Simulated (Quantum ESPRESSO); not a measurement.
# Cs (Im-3m): from the cell to the phonon bands, part 3 of 3

How does Cs (Im-3m) vibrate, and is this structure a minimum?

Quantum ESPRESSO 7.5; DFT LDA, scalar-relativistic, plane waves, PseudoDojo norm-conserving pseudopotentials.

So far. Step 5 (Linear response on the mesh): The acoustic modes at Γ come out as far as 0.3 cm⁻¹ from zero, where they should vanish, a small numerical error. The relaxed cell has a = 5.765 Å (conventional setting).

### 7. Interpolated phonon bands (continued)

Matdyn.x, sum rule simple. Phonon branches along the path, in cm⁻¹:

```
    point  branch 1  branch 2  branch 3
        Γ         0         0         0
  halfway        25        25        28
        H        37        37        37
  halfway        26        31        39
        N         8        24        41
  halfway         6        17        27
        Γ         0         0         0
  halfway        16        16        32
        P        30        30        30
  halfway        19        36        36
        H        37        37        37
jump to P        30        30        30
  halfway        18        27        39
        N         8        24        41
```

The phonon branches as a text plot (rows in cm⁻¹):

```
     41 |                 *****                                **
     39 |               **                                    *
     37 |           ****       *             *          ***  *
     35 |         ******        *             *     ****  * *
     34 |        **    *                    *  *  **     *
     32 |               *                  *     *      *  *
     30 |       **       *                      *          **
     28 |      **       *                 *    *           * *
     27 |                 **     *            *  *     *      *
     25 |     **         *  *                               *  *
     23 |                    **   *      *   *        *         *
     22 |     *                *                  *
     20 |    *                  *                    *       *
     18 |                 *        *    *   *      *
     16 |    *                   *         *        *
     15 |   *              *      *                           *
     13 |   *                             *
     11 |  *                *      *   *                       *
      9 |                           *    *
      8 |  *                 ***        *                       *
      6 | *                     **  *
      4 | *                       ** * *
      3 |                           **
      1 |*                           **
         Γ           H       N        Γ         P        H|P    N
```

Lowest modes at the softest wavevector of the mesh; phase exp(i q.(R + tau)). Modes at q = (0.000, 0.000, 0.250):

```
mode  frequency (cm⁻¹)
   1               5.7
   2              16.7
   3              27.3
```

Displacements in mode 1 (5.7 cm⁻¹), the largest set to 1, in the home cell:
```
Cs1 0.00 1.00 1.00
```

Displacements in mode 3 (27.3 cm⁻¹), the largest set to 1, in the home cell:
```
Cs1  0.00 -1.00  1.00
```

Force constants by pair (phonopy on the run's constants); pairs near half the supercell's span include their periodic images. Pair force constants, by row:

```
atom  neighbour  distance (Å)  third of the trace (eV/Å²)  along the pair's line (eV/Å²)
 Cs1     itself             0                      0.3605                              –
 Cs1         Cs         4.993                     -0.0413                        -0.1399
 Cs1         Cs         5.765                      -0.011                        -0.0312
```

Harmonic mean-square displacement, third of the trace. Mean-square displacements:

```
T (K)  Cs1 U_eq (Å²)
    0        0.00625
  100        0.06343
  300         0.1895
  600         0.3788
```

Mode patterns, pair constants, displacements and means over the zone were worked out by phonopy from the force constants of q2r.x.

All branches are real along the path.

### 8. Density of states

Sums over the zone need many more wavevectors than were solved, so the interpolation is sampled on a dense mesh.

File matdyn.in:

```
 &input
    asr='simple',
    flfrc='x.fc',
    dos=.true.,
    fldos='x.dos',
    nk1=11,
    nk2=11,
    nk3=11,
    deltaE=0.3,
 /
```

Run with:

```
matdyn.x -in matdyn.in > matdyn.out
```

The program printed:

```text
[banner, memory and clock lines left out]
Program MATDYN v.7.5

 mass for atomic type   1 not given; uses mass from file x.fc
     Message from routine matdyn:
     Z* not found in file x.fc, TO-LO splitting at q=0 will be absent!

Note: The following floating-point exceptions are signalling: IEEE_UNDERFLOW_FLAG
```

It took 1 s on 1 thread of Intel Xeon at 2.50GHz (Skylake/Cascade Lake), shared host.

This step gave:

```yaml
share_of_modes_beyond_3i_cm_minus1_on_the_dense_interpolated_mesh: 0
zero_point_energy_per_atom: 4.72 meV
heat_capacity_at_300_k: 24.91 J/(mol atoms K)
vibrational_entropy_at_300_k: 79.63 J/(mol atoms K)
```

Tetrahedra. Table of phonon density of states by wavenumber; read off at these points:

wavenumber (cm⁻¹), phonon density of states (1/cm⁻¹/cell) and a bar:
```
      0.0      0.000 
      2.0      0.001 
      4.0      0.004 #
      6.0      0.010 #
      8.0      0.025 ###
     10.0      0.056 ########
     12.0      0.078 ###########
     14.0      0.088 ############
     15.6      0.104 ###############
     16.0      0.097 ##############
     18.0      0.083 ############
     20.0      0.077 ###########
     22.0      0.081 ###########
     24.0      0.102 ##############
     26.0      0.102 ##############
     28.0      0.105 ###############
     30.0      0.091 #############
     32.0      0.077 ###########
     34.0      0.080 ###########
     36.0      0.111 ################
     37.2      0.215 ##############################
     38.0      0.173 ########################
     40.0      0.038 #####
```

Harmonic thermodynamic functions per atom, summed over the density of states scaled to three modes an atom; melting is ignored. Thermodynamic functions:

```
T (K)  F_vib (meV/atom)  S (J/mol-atom/K)  C_V (J/mol-atom/K)
    0              4.72                 0                   0
   50             -4.85             35.54               23.74
  100             -28.1             52.37               24.63
  200            -92.28             69.54               24.86
  300            -169.9             79.63               24.91
  400            -256.4              86.8               24.92
  500            -349.3             92.36               24.93
  600            -447.5             96.91               24.93
  700            -549.9             100.8               24.94
  800            -656.1             104.1               24.94
  900            -765.5               107               24.94
 1000            -877.9             109.6               24.94
```

At 300 K the heat capacity has reached 100 % of the Dulong-Petit value.

### 9. The dispersion under another sum rule (asr no)

The sum rule corrects the force constants themselves, so it can shift branches at any wavevector, low ones most.

File matdyn.in:

```
 &input
    asr='no',
    flfrc='x.fc',
    flfrq='x.freq',
    flvec='x.modes',
    q_in_band_form=.true.,
    q_in_cryst_coord=.true.,
 /
8
  0.0000000   0.0000000   0.0000000   8  ! GAMMA
  0.5000000   0.5000000  -0.5000000   8  ! H
  0.5000000  -0.0000000  -0.5000000   8  ! N
  0.0000000   0.0000000   0.0000000   8  ! GAMMA
  0.7500000   0.2500000  -0.2500000   8  ! P
  0.5000000   0.5000000  -0.5000000   1  ! H
  0.7500000   0.2500000  -0.2500000   8  ! P
  0.5000000  -0.0000000  -0.5000000   1  ! N
```

Run with:

```
matdyn.x -in matdyn.in > matdyn.out
```

The program printed:

```text
[banner, memory and clock lines left out]
Program MATDYN v.7.5

 mass for atomic type   1 not given; uses mass from file x.fc
     Message from routine matdyn:
     Z* not found in file x.fc, TO-LO splitting at q=0 will be absent!
     Message from routine matdyn:
     Z* not found in file x.fc, TO-LO splitting at q=0 will be absent!

Note: The following floating-point exceptions are signalling: IEEE_UNDERFLOW_FLAG
```

Run time: 0.69 s. Hardware: 1 thread.

Read from the output:

```yaml
lowest_frequency_on_the_path: -0.3525 cm⁻¹
```

At the labelled points the branches move by no more than 0.5 cm⁻¹.

### 10. Results

| Quantity | Value |
| --- | --- |
| space group after relaxation | Im-3m |
| volume per atom | 95.8 Å³ |
| q mesh | 4×4×4 |
| lowest mode on the q mesh (acoustic ones at the zone centre apart) | 5.71 cm⁻¹ |
| zero-point energy per atom | 4.72 meV |
| heat capacity at 300 K | 24.9 J/(mol atoms K) |
| vibrational entropy at 300 K | 79.6 J/(mol atoms K) |
| imaginary modes on the q mesh | none |

In words: Cs (Im-3m) is dynamically stable on the 4×4×4 mesh; its spectrum reaches 41 cm⁻¹. These are harmonic frequencies at zero temperature: anharmonic shifts and linewidths and thermal expansion are left out. Spin-orbit coupling is left out, which can matter for the heavy elements here. In a metal the frequencies hang on the k mesh and the smearing, most of all near Kohn anomalies.

[Host names and launcher messages were left out of these logs when they were recorded.]

[Logs are printed without paths, hosts, clocks, repeated set-up lines and the standing remarks that a program may print on its own settings, such as how far it seeks lower states.]

[Hosts, paths, dates, database ids (printed as entryN), source tags and the programs' standing remarks are cut or masked in the printed files.]
